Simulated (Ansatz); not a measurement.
Rows from a G0W0 calculation on Sr2SiS4 (P2_1/m) (Ansatz 0.2.0; G0W0 on r2SCAN, plane waves, PAW; 2×2×2 mesh, 420 empty bands, screening to 66 eV, plasmon pole), in eV. Spin-orbit coupling is left out.

```
row      Σx     Σc     Vxc     Z
  A   -5.77  -3.57   -9.99  0.83
  B   -7.16  -3.54  -11.40  0.83
  C   -5.87  -3.72  -10.25  0.83
  D  -18.13   2.30  -15.34  0.80
  E   -7.30  -3.58  -11.51  0.83
  F  -18.32   2.35  -15.46  0.80
```

**Question.** Which rows are filled states and which are empty ones, and how can one tell?

Filled: D and F. Empty: A, B, C and E. The sign of Σc tells: for a filled state bare exchange, which holds its interaction with itself, lies below Vxc (Σx − Vxc is -2.8 eV or lower here) and screening gives part back as a positive Σc. For an empty state Σx lies above Vxc (+4.2 eV or more) and the Coulomb hole leaves Σc negative.

[Paths, hosts, dates, memory and timing lines, banners, echoed tables and standing remarks are left out of the program output.]

[Logs are printed without paths, hosts, clocks, repeated set-up lines and the standing remarks that a program may print on its own settings, such as how far it seeks lower states.]

[Runs of the session that timed out or met a known fault of the program may be left out.]

[Cells called generated may have been cut or substituted from an entry of the Crystallography Open Database or the Materials Project.]

[Hosts, paths, dates, database ids (printed as entryN), source tags and the programs' standing remarks are cut or masked in the printed files.]
